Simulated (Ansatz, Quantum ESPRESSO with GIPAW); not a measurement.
## YScO3: NMR parameters from first principles

Wanted: NMR shieldings and quadrupolar couplings for each site of YScO3.

Main program and level: Quantum ESPRESSO with GIPAW 8.0dev (patched build); DFT, PBEsol, plane-wave PAW (pslibrary 1.0.0 recipes), scalar-relativistic, GIPAW; a patched development version of the program.

This is a report of a sequence of runs, with most program output left out.

## 1. Starting point

It takes space group P6_3/mmc (No. 194, hexagonal). Conventional cell: a = 3.591 Å, b = 3.591 Å, c = 12.444 Å, α = 90.00°, β = 90.00°, γ = 120.00°. Nearest to Y lie 6 O at 2.31 Å. Nearest to Sc lie 5 O at 2.07 to 2.08 Å. Nearest to O lie 1 Sc at 2.08 Å and 3 Y at 2.31 Å. Nearest to O lie 3 Sc at 2.07 Å. Farther neighbours and most contacts between anions are not listed.

The cell is a computed entry of the Materials Project; it need not be the form that is stable at ambient conditions.

This structure had its atoms relaxed beforehand (DFT, PBEsol, plane-wave PAW, default files (PAW set soft_2), scalar-relativistic, Ansatz), starting from the database entry, since shieldings follow bond lengths closely.

## 2. The SCF step

The shielding is a linear response of the occupied states, which this run provides. It is converged far beyond what an energy needs, since the response uses the wavefunctions themselves. No empty states are asked for: the response is solved without them. The mesh has a spacing of 0.29 Å⁻¹ at most. The PAW files were made with ld1.x from the pslibrary 1.0.0 recipes, with GIPAW reconstruction switched on.

Contents of scf.in:

```
&control
  calculation = 'scf'
  prefix = 'x'
  outdir = './tmp/'
  pseudo_dir = './'
/
&system
  ibrav = 0
  nat = 10
  ntyp = 3
  ecutwfc = 60
  ecutrho = 410
  nbnd = 40
/
&electrons
  conv_thr = 1.0d-10
  mixing_beta = 0.7
  electron_maxstep = 100
/
ATOMIC_SPECIES
  Y 88.906 Y.pbesol-spn-kjpaw_psl.1.0.0-gipaw.UPF
  Sc 44.956 Sc.pbesol-spn-kjpaw_psl.1.0.0-gipaw.UPF
  O 15.999 O.pbesol-n-kjpaw_psl.1.0.0-gipaw.UPF
CELL_PARAMETERS angstrom
  3.59058993 -0.00000000 0.00000000
  -1.79529497 3.10954210 0.00000000
  0.00000000 0.00000000 12.44423900
ATOMIC_POSITIONS crystal
  Y 0.00000000 -0.00000000 -0.00000000
  Y 0.00000000 0.00000000 0.50000000
  Sc 0.33333333 0.66666667 0.25000000
  Sc 0.66666667 0.33333333 0.75000000
  O 0.33333333 0.66666667 0.08261363
  O 0.33333333 0.66666667 0.41738637
  O -0.00000000 -0.00000000 0.25000000
  O 0.00000000 0.00000000 0.75000000
  O 0.66666667 0.33333333 0.91738637
  O 0.66666667 0.33333333 0.58261363
K_POINTS automatic
  7 7 2 0 0 0
```

Command:

```bash
> mpirun -np 4 pw.x -nk 4 -in scf.in > scf.out
```

It took 3.2 min on 4 MPI ranks of Intel Xeon Platinum 8488C (Sapphire Rapids), shared host; peak memory 1.2 GiB.

It converged in 46 cycles to an estimated accuracy of 4e-11 Ry, on 16 irreducible k-points.

## 3. Magnetic response

A uniform field breaks periodicity, so gipaw.x applies it as a wave of small q and takes the limit. It solves for the first-order states, builds the induced current and gets the field at each nucleus by Biot–Savart; the PAW spheres add what the smooth waves miss near the nuclei. pawproj makes the reconstruction use the PAW data sets' own projectors.

Contents of nmr.in:

```
&inputgipaw
  job = 'nmr'
  prefix = 'x'
  tmp_dir = './tmp/'
  restart_mode = 'from_scratch'
  verbosity = 'low'
  q_gipaw = 0.01
  spline_ps = .true.
  conv_threshold = 1.0d-14
  use_nmr_macroscopic_shape = .false.
  pawproj(1) = .true.
  pawproj(2) = .true.
  pawproj(3) = .true.
/
```

Command:

```bash
> mpirun -np 4 gipaw.x -in nmr.in > nmr.out
```

Run time: 17 min. Hardware: 4 MPI ranks; peak memory 0.64 GiB; 69 min of CPU time.

The f-sum rule is met to 0.013 of 83.5 (0.02 %). Converged shieldings require that this miss be small, but a small miss does not prove them. gipaw.x warns that with these symmetry operations the susceptibility and the shape term are unreliable; the other terms are not touched.

From the symmetric part of each tensor, with principal values σ11 ≤ σ22 ≤ σ33: σ_iso is their mean, the span is σ33 − σ11 and the skew 3(σ_iso − σ22)/span. (gipaw.x prints an anisotropy in another convention.)

```tsv
site	atom no.	atoms in cell	σ_iso (ppm)	span (ppm)	skew
Y	1	2	2460.5	221.3	-1.00
Sc	3	2	557	67	-1.00
O(1)	5	4	-188.4	144.7	1.00
O(2)	7	2	-241.7	532.3	-1.00
```

The macroscopic shape term is switched off. For a spherical sample the valence susceptibility of this run would add about 5 ppm to every site, a rough estimate, since the susceptibility converges slowly and lacks part of the PAW terms, above all in hexagonal and trigonal cells. Differences within the crystal don't depend on it, but shieldings of different compounds can't be compared to better than a few ppm without it.

An axis of order three or more runs through Y, Sc, O(1) and O(2), so two principal values coincide and the skew is ±1. In this run the largest span is that of O(2) (site symmetry -6m2), with principal values -596.5, -64.2 and -64.2 ppm.

How the isotropic values are made up (ppm). The core part is that of the free atom's core; bare is the current of the smooth valence states; the last two are what the PAW spheres add to the diamagnetic and the paramagnetic current:

```tsv
site	core	bare	reconstruction, dia	reconstruction, para
Y	3553.1	61.9	-28.2	-1126.2
Sc	1336.1	-44.1	-9.3	-725.2
O(1)	270.5	-59.3	17.5	-417.0
O(2)	270.5	-75.4	17.4	-454.2
```

## 4. Field gradients

17O and 45Sc have a quadrupole moment, which couples to the field gradient and broadens the lines. The gradient is a property of the ground-state density and needs no response; it is taken from a second code that counts the whole PAW charge. C_Q = eQV_zz/h, with Q = -0.02558 barn for 17O, -0.22 barn for 45Sc.

This step: DFT, PBEsol, plane-wave PAW, default files (PAW set soft_2), scalar-relativistic, field gradients (Ansatz 0.2.0), on the same atoms.

Contents of input.yaml:

```yaml
crystal:
  lattice:
    - [3.5905899331, 0.0, 0.0]
    - [-1.7952949665, 3.1095420966, 0.0]
    - [0.0, 0.0, 12.444239]
  atoms:
    - { symbol: "Y", position: [0.0, 0.0, 0.0] }
    - { symbol: "Y", position: [0.0, 0.0, 0.5] }
    - { symbol: Sc, position: [0.3333333333, 0.6666666667, 0.25] }
    - { symbol: Sc, position: [0.6666666667, 0.3333333333, 0.75] }
    - { symbol: O, position: [0.3333333333, 0.6666666667, 0.0826136265] }
    - { symbol: O, position: [0.3333333333, 0.6666666667, 0.4173863735] }
    - { symbol: O, position: [0.0, 0.0, 0.25] }
    - { symbol: O, position: [0.0, 0.0, 0.75] }
    - { symbol: O, position: [0.6666666667, 0.3333333333, 0.9173863735] }
    - { symbol: O, position: [0.6666666667, 0.3333333333, 0.5826136265] }
kpoints:
  mp_grid: { grid: [7, 7, 2] }
scf:
  occupations: { method: fixed }
hamiltonian:
  xc: pbesol
output:
  forces: false
  stress: false
  efg: { quadrupole_moments_barn: { Sc: -0.22, O: -0.02558 } }
  write_density: true
  write_potential: true
  elf: true
  volumetric_format: npy
```

Command:

```bash
> ansatz run input.yaml --threads 4 --pin off --max-ram 8192MiB --backend cpu --events-out ev --progress --plain --runs-dir out
```

The job ended after 1.9 s (4 threads; peak memory 0.66 GiB; 5.7 s of CPU time).

gipaw.x (job efg) gives them too, in 3.5 s; on PAW files it lacks the augmentation charge of neighbouring atoms. V_zz in 10²¹ V/m²:

```tsv
site	Ansatz	gipaw.x	η_Q, first	η_Q, second
Y	11.262	11.161	0.00	0.00
Sc	-5.248	-5.530	0.00	0.00
O(1)	-0.507	-0.541	0.00	0.00
O(2)	-2.443	-2.187	0.00	0.00
```

Among gradients over 0.05 the ratio is farthest from one on O(2), by 11 %; the first column is used below.

Among nuclei of half-integer spin the second-order effect is largest for 45Sc on Sc (spin 7/2, C_Q 27.92 MHz): at 9.4 T it moves the centre of gravity of the MAS line by -210 ppm from δ_iso, and by a quarter of that at twice the field, by δ_Q = −(3/40)(C_Q/ν0)²(1 + η²/3)[I(I+1) − 3/4]/[I²(2I−1)²] × 10⁶ ppm with ν0 = 97.4 MHz.

## 5. From shieldings to shifts

Covalently bonded atoms count as neighbours within 1.18 times the sum of their radii. Otherwise a cation's neighbours lie within 1.2 times its shortest bond (1.3 for large cations, each anion's radius taken off where they differ), and an anion's are the cations that count it.

```tsv
site	atom no.	atoms in cell	surroundings	bonds (Å)	σ_iso (ppm)	C_Q (MHz)	η_Q
Y	1	2	YO6	2.314	2460.5	-	-
Sc	3	2	ScO5	2.07 to 2.08	557	27.9	0.00
O(1)	5	4	bound to ScY3	2.08 to 2.31	-188.4	0.31	0.00
O(2)	7	2	bound to Sc3	2.073	-241.7	1.51	0.00
```

By surroundings the O shieldings are 3-coordinate: -241.7; 4-coordinate: -188.4 ppm.

Simulated spectrum: 17O fast MAS, 7.05 T (40.7 MHz), central transition to second order, lines broadened by 1.5 ppm; the axis counts ppm from the isotropic position of O(1), as −Δσ; rigid lattice, with dipolar and J couplings and satellite transitions left out.

offset (ppm), intensity and a bar:
```
     58.3       0.00 
     56.3       0.00 
     54.2       0.00 
     52.1       0.00 
     50.2       0.11 ###
     49.8       0.12 ###
     48.1       0.07 ##
     46.0       0.06 ##
     44.1       0.06 ##
     42.0       0.07 ##
     39.9       0.05 ##
     38.0       0.01 
     35.9       0.01 
     33.8       0.01 
     31.7       0.00 
     29.8       0.00 
     27.7       0.00 
     25.6       0.00 
     23.7       0.00 
     21.6       0.00 
     19.5       0.00 
     17.6       0.00 
     15.5       0.00 
     13.4       0.00 
     11.3       0.00 
      9.4       0.00 
      7.3       0.00 
      5.2       0.00 
      3.3       0.01 
      1.2       0.10 ###
     -0.4       1.00 ##############################
     -0.9       0.71 #####################
     -2.8       0.02 #
     -4.9       0.01 
     -7.0       0.00 
     -8.9       0.00
```

Most prominent maxima (ppm: height): 49.8: 0.12, -0.4: 1.00.

Simulated spectrum: 45Sc static powder, 9.4 T (97.4 MHz), central transition to second order, lines broadened by 21 ppm; the axis counts ppm from the isotropic position of Sc, as −Δσ; rigid lattice, with dipolar and J couplings and satellite transitions left out.

```
offset (ppm)  intensity
         497       0.00
         457       0.00
         416       0.01
         376       0.42
         363       0.71
         338       0.41
         298       0.27
         257       0.22
         219       0.19
         179       0.17
         138       0.16
         101       0.15
          60       0.15
          20       0.18
         -21       0.18
         -58       0.18
         -99       0.18
        -140       0.18
        -177       0.18
        -218       0.18
        -258       0.19
        -296       0.19
        -336       0.20
        -377       0.21
        -418       0.22
        -455       0.23
        -496       0.25
        -536       0.28
        -574       0.32
        -614       0.39
        -655       0.61
        -677       1.00
        -692       0.43
        -733       0.01
        -774       0.00
        -811       0.00
```

Most prominent maxima (ppm: height): 363: 0.71, -677: 1.00.

Simulated spectrum: 89Y static powder, 18.8 T (39.4 MHz), lines broadened by 4.4 ppm; the axis counts ppm from the isotropic position of Y, as −Δσ; rigid lattice, with dipolar and J couplings left out.

offset (ppm), intensity and a bar:
```
    174.1       0.00 
    165.6       0.00 
    157.1       0.00 
    148.5       0.03 #
    140.7       0.10 ###
    132.2       0.10 ###
    123.7       0.10 ###
    115.8       0.11 ###
    107.3       0.11 ###
     98.8       0.11 ###
     90.9       0.11 ###
     82.4       0.12 ###
     73.9       0.12 ####
     65.4       0.12 ####
     57.5       0.13 ####
     49.0       0.13 ####
     40.5       0.14 ####
     32.6       0.14 ####
     24.1       0.15 ####
     15.6       0.15 #####
      7.7       0.16 #####
     -0.8       0.17 #####
     -9.3       0.18 #####
    -17.8       0.19 ######
    -25.7       0.21 ######
    -34.2       0.23 #######
    -42.7       0.26 ########
    -50.6       0.30 #########
    -59.1       0.38 ############
    -67.6       0.60 ##################
    -72.2       1.00 ##############################
    -75.4       0.43 #############
    -84.0       0.01 
    -92.5       0.00 
   -100.3       0.00
```

Most prominent maxima (ppm: height): -72.2: 1.00.

## 6. What came out

```yaml
17o_shielding_without_shape_term: -241.7, -188.4 ppm
17o_size_of_c_q: 1.51, 0.31 MHz
45sc_shielding_without_shape_term: 557 ppm
45sc_size_of_c_q: 27.92 MHz
89y_shielding_without_shape_term: 2460.5 ppm
```

What this shows: 17O has 2 sites, in the ratio 1:2: O(2) (bound to Sc3) at a shielding of -241.7 and O(1) (bound to ScY3) at a shielding of -188.4 ppm, shape term left out. A shift needs a reference, δ = σ_ref − σ, fixed on measured compounds; for 17O of this kind at this level too few were at hand, or they scattered too widely about a line, so none is given. No sound run at another cutoff or mesh is at hand, so convergence rests on the f-sum rule and on experience with these files. Semilocal functionals place the empty 3d states of Sc too low, which is known to deshield neighbouring O too much. The scalar-relativistic files are used with non-relativistic response operators, which weighs most on the heavy atoms' own shieldings. In PBE checks against another PAW code, field gradients made this way came out 2 to 6 % larger on O (three silicas and corundum) and 10 % smaller on Al (corundum alone). This build of gipaw.x prints that it is not audited and that its numbers are no references by themselves. It also reports spline_ps as false although the input sets it; why was not traced. Without spin-orbit coupling, gradients at and beside the heavy atoms are unsure. pw.x warned of eigenvalues not converged in some cycles of 1 ground-state run, which then met the threshold.

[Logs are printed without paths, hosts, clocks, repeated set-up lines and the standing remarks that a program may print on its own settings, such as how far it seeks lower states.]

[Hosts, paths, dates, database ids (printed as entryN), source tags and the programs' standing remarks are cut or masked in the printed files.]

[Where no reference line passes its bar on scatter, no shift is given, so a measured shift of this compound may stand uncompared.]
